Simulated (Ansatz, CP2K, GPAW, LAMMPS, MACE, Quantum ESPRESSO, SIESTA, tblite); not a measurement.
**GPAW on liquid Zn38Se23S15 at 2640 K (76 atoms): settings against a plane-wave reference**

How do the settings of GPAW change the result for liquid Zn38Se23S15 at 2640 K (76 atoms)? A plane-wave run serves as the yardstick.

Program: GPAW 26.7.0. Level of theory: the method is named at each step. Results are calculated unless marked as measured.

**1. The starting structure**

The cell holds 76 atoms: 38 Zn, 23 Se and 15 S. Cell: a = 11.922 Å, b = 11.922 Å, c = 11.922 Å, α = 90.0°, β = 90.0°, γ = 90.0°. 76 atoms (38 Zn, 23 Se, 15 S) placed at random at 4.69 g/cm³, melted at 2640 K for 10 ps at fixed volume with the Stillinger-Weber II-VI potential (Zhou et al., Phys. Rev. B 88, 085309 (2013)). Snapshot at the end of a hold of 5 ps at 2640 K and fixed volume.

The yardstick, on the same geometry:

* method: Kohn-Sham DFT, PBE, PAW, plane waves (Ansatz 0.2.0); cutoff 420 eV, Γ point, fermi-dirac smearing of 0.05 eV; PAW set soft_2
* r.m.s. force component: 0.7055 eV/Å
* longest force: 3.13 eV/Å
* pressure: -1.919 GPa
* SCF cycles: 12
* time: 39 s on 4 threads of Arm Neoverse V2, shared host
* CPU time: 2.3 min

**2. PBE, LCAO dzp, h 0.2 Å**

Method: Kohn-Sham DFT, PBE, PAW, atomic orbitals (dzp).

Contents of run.py:

```python
import numpy as np
from ase.io import read
from gpaw import GPAW, FermiDirac

atoms = read("structure.xyz")
atoms.calc = GPAW(
    mode="lcao",
    basis="dzp",
    h=0.2,
    xc="PBE",
    kpts={"size": (1, 1, 1), "gamma": True},
    occupations=FermiDirac(0.05),
    maxiter=200,
    symmetry={"point_group": False},
    txt="gpaw.txt",
)
energy = atoms.get_potential_energy(force_consistent=True)
forces = atoms.get_forces()
print(f"energy {energy:.6f} eV")
print("forces (eV/A)")
for i, (a, f) in enumerate(zip(atoms, forces)):
    print(f"{i:4d} {a.symbol:2s} {f[0]:10.5f} {f[1]:10.5f} {f[2]:10.5f}")
print(f"Fermi level {atoms.calc.get_fermi_level():.4f} eV")
for k in range(len(atoms.calc.get_ibz_k_points())):
    for s in range(atoms.calc.get_number_of_spins()):
        e = atoms.calc.get_eigenvalues(kpt=k, spin=s)
        n = np.searchsorted(e, atoms.calc.get_fermi_level())
        print(f"k {k} spin {s} levels about the Fermi level:", np.round(e[max(n - 6, 0):n], 4).tolist(), "|", np.round(e[n:n + 6], 4).tolist())
```

Contents of structure.xyz:

```xyz
76
Lattice="11.92180 0.00000 0.00000 0.00000 11.92180 0.00000 0.00000 0.00000 11.92180" Properties=species:S:1:pos:R:3 pbc="T T T"
Zn 4.15510 0.18658 2.17299
Zn 1.25620 3.37661 6.90189
Zn 10.52361 0.83548 10.49154
Zn 3.91130 11.19898 9.86839
Zn 11.35146 8.08620 11.43968
Zn 6.87161 10.19707 2.98403
Zn 0.06855 7.89879 8.57702
Zn 6.31176 1.44671 7.16548
Zn 2.51145 8.88365 5.52516
Zn 3.96603 6.08048 9.52087
Zn 6.22998 2.04006 3.38472
Zn 0.58572 0.93550 4.32308
Zn 2.04137 6.26193 6.26491
Zn 11.39772 5.80556 3.54018
Zn 11.03875 8.34919 4.31200
Zn 4.40880 7.22366 3.80127
Zn 8.93265 7.60444 0.48879
Zn 8.07118 11.84419 11.28327
Zn 9.96496 6.22413 7.46400
Zn 11.22628 3.02182 5.45816
Zn 7.29638 7.31748 2.88031
Zn 8.97962 0.01168 3.12065
Zn 11.53076 0.29518 1.26216
Zn 6.97628 8.34896 10.72020
Zn 11.25478 5.90356 10.29424
Zn 6.98975 3.94397 8.69004
Zn 1.99690 4.76812 1.26013
Zn 6.10480 4.36350 2.14902
Zn 5.96483 10.07082 7.02349
Zn 3.92084 2.43634 11.58811
Zn 2.05985 9.15809 0.79518
Zn 7.79555 4.63353 5.12745
Zn 7.10313 7.34204 7.72914
Zn 4.06641 3.77551 7.56474
Zn 3.20220 0.41357 5.50883
Zn 9.23045 10.41548 7.58715
Zn 0.90618 11.37733 10.17812
Zn 9.07487 3.79471 11.46579
Se 2.86099 11.41298 0.36099
Se 1.70792 5.33048 8.92132
Se 8.97700 10.22294 1.20613
Se 0.55210 1.68896 8.66357
Se 11.78816 9.56927 1.81927
Se 10.36255 0.23689 5.69945
Se 6.20673 6.26443 0.18538
Se 5.60372 11.89009 4.68968
Se 8.63866 6.74655 9.69707
Se 3.98224 1.48713 8.28565
Se 8.73844 5.39628 2.80770
Se 0.92144 2.16989 11.82964
Se 9.66131 3.57451 9.19826
Se 7.82154 1.73868 1.61600
Se 2.05997 10.89450 3.50417
Se 11.67442 5.23677 0.77015
Se 7.97795 0.86803 8.93324
Se 2.19254 8.71472 9.72664
[... 16 atom lines left out ...]
S 11.48594 5.45136 5.86350
S 5.05842 9.25895 2.05496
S 3.44540 10.42752 7.62936
S 3.80484 2.77778 2.29840
```

Launch:

```sh
$ OMP_NUM_THREADS=1 python run.py > output.txt
```

The log of the run:

```text
energy -165.665336 eV
forces (eV/A)
   0 Zn    0.00137    0.32639    1.02866
   1 Zn    0.77418    0.05407    0.08800
   2 Zn   -0.12476    0.19016   -0.08800
   3 Zn   -1.21196    0.17243   -1.74238
   4 Zn   -0.09450    0.70192    0.25505
   5 Zn    0.18760   -0.04965    0.05172
   6 Zn    0.06206    0.35275    0.58655
   7 Zn   -0.19722   -0.25218    0.24095
   8 Zn    0.40626    0.52981    0.00577
   9 Zn   -0.35354    0.59775    0.35120
  10 Zn   -0.66634   -0.38108   -0.11668
  11 Zn   -0.26441   -0.18388   -0.14413
  12 Zn   -0.40175   -0.12081   -0.10344
  13 Zn    0.39962    0.28164   -0.60929
  14 Zn    0.29573   -0.20215    0.14146
  15 Zn   -1.29830    1.93073   -0.69478
  16 Zn   -0.08869   -0.02124    0.14009
  17 Zn   -0.60362   -0.11450    0.20872
  18 Zn    0.00162    0.11923    0.45225
  19 Zn   -1.09066   -0.22931   -0.62202
  20 Zn   -0.42999   -0.21568   -0.26641
  21 Zn    0.43967    0.61386    0.49016
  22 Zn    0.31947    0.28220   -0.07184
  23 Zn   -0.62069   -0.74712    1.59650
[...]
68 S     2.24710   -0.42872    1.69012
  69 S     1.66287   -1.45572   -0.15390
  70 S    -1.07047    1.04458   -0.99677
  71 S    -0.10082    0.85935    0.02148
  72 S     0.10311   -0.45661    0.24011
  73 S    -0.11519   -0.84010    0.82128
  74 S     0.90061   -0.37375   -1.09080
  75 S     1.08936   -0.52968   -1.10594
Fermi level 4.4182 eV
k 0 spin 0 levels about the Fermi level: [4.1379, 4.1692, 4.1963, 4.2969, 4.314, 4.3936] | [4.4314, 4.5083, 4.631, 4.7171, 4.7496, 4.8033]
```

gpaw.txt:

```text
Input parameters:
  mode=LCAO(),
  basis={'default': 'dzp'},
  h=0.2,
  kpts=MonkhorstPack(size=(1, 1, 1), gamma=True),
  maxiter=200,
  occupations=Occupations(name='fermi-dirac', width=0.05, fixmagmom=False),
  symmetry=Symmetry(point_group=False),
  xc=XC(name='PBE')
Unit cell  # Å
| periodic |         x |         y |         z |   lengths |    angles |
|----------|-----------|-----------|-----------|-----------|-----------|
|      yes | 11.921800 |  0.000000 |  0.000000 | 11.921800 | 90.000000 |
|      yes |  0.000000 | 11.921800 |  0.000000 | 11.921800 | 90.000000 |
|      yes |  0.000000 |  0.000000 | 11.921800 | 11.921800 | 90.000000 |
Number of symmetries: 1
Symmetry operations  # r_c * U_cc + t_c -> r_c
|   | kind |            matrix            |
|---|------|------------------------------|
| 0 |  E   |  1, 0, 0,  0, 1, 0,  0, 0, 1 |
BZ-sampling:
  Number of BZ points: 1
  Number of IBZ points: 1
  Monkhorst-Pack size: [1, 1, 1]
  Monkhorst-Pack shift: [0, 0, 0]
[... lines left out ...]
  Fermi-Dirac:
[... lines left out ...]
xc functional:
  name: PBE with 2 nearest neighbor stencil
interpolation: tri-quintic # 5. degree polynomial
Initialization done in: 10.012 s
convergence criteria:
- Maximum [total energy] change in last 3 cyles: 0.0005 eV / valence electron
- Maximum integral of absolute [dens]ity change: 0.0001 electrons / valence electron
- Maximum integral of absolute [eigenst]ate change: 4e-08 eV^2 / valence electron
maximum number of iterations: 200
SCF iterations
|iter     |      energy | eigst |  dens |
|---------|-------------|-------|-------|
|iter:   1| -173.302933 |      c|       |
|iter:   2| -170.943511 |      c| -1.31 |
|iter:   3| -174.794338 |      c| -1.35 |
|iter:   4| -170.164236 |      c| -1.44 |
|iter:   5| -168.075720 |      c| -1.56 |
|iter:   6| -166.209402 |      c| -1.74 |
|iter:   7| -165.899379 |      c| -1.94 |
|iter:   8| -165.573911 |      c| -2.14 |
|iter:   9| -165.587726c|      c| -2.51 |
|iter:  10| -165.543772c|      c| -2.59 |
|iter:  11| -165.542075c|      c| -2.87 |
[...]
|iter:  15| -165.533827c|      c| -3.66 |
|iter:  16| -165.533840c|      c| -3.77 |
|iter:  17| -165.533742c|      c| -4.05c|
Converged in 17 steps
SCF loop duration: 226.264 s (13.310 s/step)
Energy contributions relative to reference atoms: (reference = -3539975.950278)
Energy contributions:
  Kinetic:         222.621963
  Coulomb:        -158.446531
  Zero:              2.918160
  External:          0.000000
  Xc:             -232.495741
  Entropy:          -0.263187
  Spinorbit:         0.000000
  ----------------------------
  Free energy:    -165.665336
  Extrapolated:   -165.533742
dipole moment: (63.669375, 18.615198, -24.325067)  # |e|*Ang
Fermi level: 4.418
Eigenvalues  # (at kpt = [0.000, 0.000, 0.000])
| band index |      eig [eV] | occ [0-2] |
|------------|---------------|-----------|
|          0 |       -10.764 |     2.000 |
|        ... |               |           |
|        334 |         4.019 |     1.999 |
|        335 |         4.058 |     1.999 |
[...]
|        349 |         4.918 |     0.000 |
|        ... |               |           |
|        414 |         9.589 |     0.000 |
Gap: 0.038 eV
Transition (v -> c):
  (s=0, k=0, n=341, [0.00, 0.00, 0.00]) -> (s=0, k=0, n=342, [0.00, 0.00, 0.00])
No difference between direct/indirect transitions
Force computation time: 31.723  # s
timing:  # [seconds]
  Total:  268.020  # ━━━━━━━━━━━━━━━━━━━━━━━━━━━━━━━━━━━━━━━━━━━━━━━━━━━━━━━━
  Init:    10.011  # ━━
  SCF:    226.264  # ━━━━━━━━━━━━━━━━━━━━━━━━━━━━━━━━━━━━━━━━━━━━━━━╸
  Forces:  31.723  # ━━━━━━╸
```

It took 4.5 min on 1 thread of Arm Neoverse V2, shared host; peak memory 1.9 GiB.

Banners, paths, timers and routine set-up lines are dropped from the logs unmarked, and long logs keep their key lines alone; longer cuts are marked.

Compared with the plane-wave run:

| Item | Value |
| --- | --- |
| r.m.s. force component | 0.7181 eV/Å |
| r.m.s. difference of force components | 52.18 meV/Å |
| longest difference of force vectors | 261.3 meV/Å |
| force difference over r.m.s. force | 7.396 % |
| slope of forces against the reference's | 1.015 |
| correlation of force components | 0.9975 |

Length of the force difference by element (eV/Å):

| element | atoms | mean | most |
| --- | --- | --- | --- |
| S | 15 | 0.11 | 0.26 |
| Se | 23 | 0.078 | 0.23 |
| Zn | 38 | 0.063 | 0.14 |

The surroundings of S67, picked at random, nearest first, numbered as they follow in the input and with coordinates relative to it.

| atom | x | y | z | distance (Å) | bonds | Fx | Fy | Fz (eV/Å) |
| --- | --- | --- | --- | --- | --- | --- | --- | --- |
| S67 | 0.00 | 0.00 | 0.00 | 0.00 | 3 | -0.96 | -0.71 | 0.86 |
| Zn34 | 0.88 | 0.51 | 2.20 | 2.43 | 4 | -1.11 | -0.71 | -0.12 |
| Zn2 | -1.93 | 0.12 | 1.54 | 2.47 | 4 | 0.77 | 0.05 | 0.09 |
| Zn35 | 0.02 | -2.85 | 0.15 | 2.85 | 6 | -0.46 | 0.28 | 0.47 |
| S66 | -1.04 | 2.33 | -1.69 | 3.07 | 4 | -0.87 | 0.94 | 0.16 |
| S76 | 0.62 | -0.48 | -3.06 | 3.16 | 5 | 1.09 | -0.53 | -1.11 |
| S70 | 2.20 | 2.11 | -1.25 | 3.29 | 4 | 1.66 | -1.46 | -0.15 |
| Zn13 | -1.14 | 3.00 | 0.90 | 3.34 | 5 | -0.40 | -0.12 | -0.10 |
| Se48 | 0.80 | -1.77 | 2.92 | 3.51 | 4 | 0.46 | 0.34 | 0.04 |
| S64 | 2.56 | 1.82 | 1.67 | 3.56 | 4 | 2.24 | -0.28 | 0.64 |
| Zn12 | -2.60 | -2.33 | -1.04 | 3.64 | 4 | -0.26 | -0.18 | -0.14 |

Atoms are counted from 1 here, from 0 in the log.

Forces lie 7.4 % from the reference's, at 1.9 times its CPU time (on 1 against 4 cores).

**3. PBE, LCAO szp(dzp), h 0.2 Å**

Method: Kohn-Sham DFT, PBE, PAW, atomic orbitals (szp(dzp)).

Changes to run.py since step 2:

```diff
@@ -7,3 +7,3 @@
     mode="lcao",
-    basis="dzp",
+    basis="szp(dzp)",
     h=0.2,
```

structure.xyz is that of step 2.

The log of the run:

```text
energy -147.375673 eV
forces (eV/A)
   0 Zn   -0.06608    0.21624    0.99239
   1 Zn    0.61069    0.02292    0.11477
   2 Zn   -0.20943    0.25497   -0.12786
   3 Zn   -1.04147    0.21291   -1.73948
   4 Zn   -0.27610    0.66495    0.31433
   5 Zn    0.14346   -0.03523    0.03610
   6 Zn    0.07439    0.39133    0.48131
   7 Zn   -0.13773   -0.29744    0.13037
   8 Zn    0.32722    0.63056    0.03856
   9 Zn   -0.33071    0.62065    0.38983
  10 Zn   -0.59886   -0.33021   -0.04505
  11 Zn   -0.31338   -0.17100   -0.24397
  12 Zn   -0.50836   -0.15328   -0.11693
  13 Zn    0.37954    0.34209   -0.55335
  14 Zn    0.30382   -0.19511    0.12788
  15 Zn   -1.28283    1.85414   -0.75150
  16 Zn   -0.02093    0.03132    0.09190
  17 Zn   -0.62424   -0.12148    0.29093
  18 Zn    0.02295    0.09622    0.33339
  19 Zn   -1.10765   -0.15636   -0.56590
  20 Zn   -0.31284   -0.26290   -0.22735
  21 Zn    0.45095    0.63624    0.54116
  22 Zn    0.36817    0.26611   -0.04983
  23 Zn   -0.61148   -0.58650    1.57233
[...]
68 S     2.21972   -0.46322    1.68577
  69 S     1.62892   -1.36919   -0.18224
  70 S    -1.07496    1.04652   -0.99609
  71 S    -0.36817    0.83572   -0.11186
  72 S     0.06524   -0.46271    0.23988
  73 S    -0.12537   -0.81212    0.79317
  74 S     0.89928   -0.38758   -1.18774
  75 S     1.06440   -0.53351   -1.12697
Fermi level 4.5670 eV
k 0 spin 0 levels about the Fermi level: [4.2917, 4.3097, 4.3411, 4.4395, 4.464, 4.5476] | [4.5748, 4.6608, 4.7819, 4.8765, 4.9133, 4.9563]
```

gpaw.txt:

```text
Input parameters:
  mode=LCAO(),
  basis={'default': 'szp(dzp)'},
  h=0.2,
  kpts=MonkhorstPack(size=(1, 1, 1), gamma=True),
  maxiter=200,
  occupations=Occupations(name='fermi-dirac', width=0.05, fixmagmom=False),
  symmetry=Symmetry(point_group=False),
  xc=XC(name='PBE')
Unit cell  # Å
| periodic |         x |         y |         z |   lengths |    angles |
[... lines left out ...]
  Fermi-Dirac:
[... lines left out ...]
convergence criteria:
- Maximum [total energy] change in last 3 cyles: 0.0005 eV / valence electron
[... lines left out ...]
Converged in 17 steps
[... lines left out ...]
  Free energy:    -147.375673
  Extrapolated:   -147.245796
dipole moment: (63.830178, 18.751513, -24.447525)  # |e|*Ang
Fermi level: 4.567
Eigenvalues  # (at kpt = [0.000, 0.000, 0.000])
| band index |      eig [eV] | occ [0-2] |
|------------|---------------|-----------|
|          0 |       -10.700 |     2.000 |
|        ... |               |           |
|        334 |         4.161 |     1.999 |
|        335 |         4.179 |     1.999 |
[...]
|        349 |         5.062 |     0.000 |
|        ... |               |           |
|        414 |        10.115 |     0.000 |
Gap: 0.027 eV
Transition (v -> c):
  (s=0, k=0, n=341, [0.00, 0.00, 0.00]) -> (s=0, k=0, n=342, [0.00, 0.00, 0.00])
No difference between direct/indirect transitions
Force computation time: 21.216  # s
timing:  # [seconds]
  Total:  189.735  # ━━━━━━━━━━━━━━━━━━━━━━━━━━━━━━━━━━━━━━━━━━━━━━━━━━━━━━━━
  Init:     8.424  # ━━╸
  SCF:    160.070  # ━━━━━━━━━━━━━━━━━━━━━━━━━━━━━━━━━━━━━━━━━━━━━━━
  Forces:  21.216  # ━━━━━━╸
```

It took 3.2 min on 1 thread; peak memory 1.8 GiB.

Compared with the plane-wave run:

```
r.m.s. force component                  : 0.7169 eV/Å
r.m.s. difference of force components   : 95.15 meV/Å
longest difference of force vectors     : 560.8 meV/Å
force difference over r.m.s. force      : 13.49 %
slope of forces against the reference's : 1.007
correlation of force components         : 0.9912
```

This is a coarse setting, run to see what it loses.

Against the first run (7.4 %), the force difference from the reference is 13 %, at 0.71 times the CPU time, with 798 basis functions against 1292: the smaller basis costs accuracy.

**4. PBE, LCAO sz(dzp), h 0.2 Å**

Method: Kohn-Sham DFT, PBE, PAW, atomic orbitals (sz(dzp)).

Changes to run.py since step 3:

```diff
@@ -7,3 +7,3 @@
     mode="lcao",
-    basis="szp(dzp)",
+    basis="sz(dzp)",
     h=0.2,
```

structure.xyz is that of step 3.

The log of the run:

```text
energy -128.643459 eV
forces (eV/A)
   0 Zn    0.16784    0.14717    1.12650
   1 Zn    0.46423    0.09631    0.35811
   2 Zn   -0.34380    0.31810   -0.07226
   3 Zn   -1.64713    0.32701   -2.13143
   4 Zn   -0.25101    0.78987    0.38315
   5 Zn    0.58774    0.33800    0.19090
[...]
73 S    -0.77803   -1.07248    0.47172
  74 S     0.92984   -0.61002   -1.50629
  75 S     0.84663   -0.37670   -1.02359
Fermi level 4.6553 eV
k 0 spin 0 levels about the Fermi level: [4.3664, 4.3943, 4.4081, 4.5192, 4.5496, 4.6357] | [4.668, 4.7478, 4.8711, 4.9812, 5.0003, 5.0333]
```

gpaw.txt:

```text
Input parameters:
  mode=LCAO(),
  basis={'default': 'sz(dzp)'},
  h=0.2,
  kpts=MonkhorstPack(size=(1, 1, 1), gamma=True),
  maxiter=200,
  occupations=Occupations(name='fermi-dirac', width=0.05, fixmagmom=False),
[... lines left out ...]
  Fermi-Dirac:
[... lines left out ...]
convergence criteria:
- Maximum [total energy] change in last 3 cyles: 0.0005 eV / valence electron
[... lines left out ...]
Converged in 17 steps
[... lines left out ...]
  Free energy:    -128.643459
[... lines left out ...]
Fermi level: 4.655
[... lines left out ...]
|        ... |               |           |
|        414 |        10.478 |     0.000 |
Gap: 0.032 eV
Transition (v -> c):
  (s=0, k=0, n=341, [0.00, 0.00, 0.00]) -> (s=0, k=0, n=342, [0.00, 0.00, 0.00])
No difference between direct/indirect transitions
Force computation time: 12.131  # s
timing:  # [seconds]
  Total:  115.859  # ━━━━━━━━━━━━━━━━━━━━━━━━━━━━━━━━━━━━━━━━━━━━━━━━━━━━━━━━
  Init:     7.770  # ━━━━
  SCF:     95.936  # ━━━━━━━━━━━━━━━━━━━━━━━━━━━━━━━━━━━━━━━━━━━━━━╸
  Forces:  12.131  # ━━━━━━
```

Wall time 1.9 min (1 thread); peak memory 1.6 GiB.

Against the reference:

* r.m.s. force component: 0.8587 eV/Å
* r.m.s. difference of force components: 348.2 meV/Å
* longest difference of force vectors: 1824 meV/Å
* force difference over r.m.s. force: 49.36 %
* slope of forces against the reference's: 1.119
* correlation of force components: 0.9193

This is a coarse setting, run to see what it loses.

Against the first run (7.4 %), the force difference from the reference is 49 %, at 0.43 times the CPU time, with 494 basis functions against 1292: the smaller basis costs accuracy.

**5. The ladder**

Differences are against the plane-wave reference, forces as r.m.s. over components; share is that over the reference's r.m.s. force, slope the least-squares factor from reference forces to these. Total energies of different programs have different zeros and aren't compared.

| run | Δ force, r.m.s. (meV/Å) | share (%) | slope | cores | CPU time | memory (GiB) |
| --- | --- | --- | --- | --- | --- | --- |
| reference | - | - | - | 4 | 2.3 min | 2.7 |
| GPAW PBE, LCAO dzp, h 0.2 Å | 52.2 | 7.40 | 1.015 | 1 | 4.5 min | 1.9 |
| GPAW PBE, LCAO szp(dzp), h 0.2 Å (coarse) | 95.2 | 13.5 | 1.007 | 1 | 3.2 min | 1.8 |
| GPAW PBE, LCAO sz(dzp), h 0.2 Å (coarse) | 348 | 49.4 | 1.119 | 1 | 1.9 min | 1.6 |

Rows marked coarse were listed beforehand as settings not expected to be converged; some can still land near the reference.

CPU time is summed over cores on a shared host, where runs went side by side, so it is rough. Symmetry, cutoffs, thresholds, outputs and thread counts weren't matched or tuned between programs; memory under MPI is the largest rank's times the ranks.

**6. What came out**

* nearest in forces: GPAW PBE, LCAO dzp, h 0.2 Å, 7.4 %
* its CPU time: 4.5 min

In words: The PBE run in local orbitals, coarse settings apart, differs by 7.4 % (GPAW PBE, LCAO dzp, h 0.2 Å); basis, grid and potentials can all enter. Runs with settings chosen to be coarse differ by 13 % (GPAW PBE, LCAO szp(dzp), h 0.2 Å) to 49 % (GPAW PBE, LCAO sz(dzp), h 0.2 Å), their programs' other errors included. None of the electronic-structure runs in the table takes under half the reference's CPU time of 2.3 min; they take 0.83 to 1.9 times as much. The potentials hold different valence shells: 914 electrons in the reference, 684 in GPAW; this bears on time and differences. The frame stands for 2640 K, but pressures are static and levels are smeared at 580 K, under the temperature of the frame, which matters where levels are partly filled. The network of bonds at the start is that of the classical potential that made the cell, and needn't be the one that DFT or experiment would give. The electronic-structure runs sample only Γ, in a cell whose shortest periodic width is 12 Å, which is coarse for a cell with partly filled levels.

[Also dropped from logs without a mark: logging warnings of Python, and SIESTA's first energy breakdown and zero terms.]

[Logs are printed without paths, hosts, clocks, repeated set-up lines and the standing remarks that a program may print on its own settings, such as how far it seeks lower states.]

[Hosts, paths, dates, database ids (printed as entryN), source tags and the programs' standing remarks are cut or masked in the printed files.]
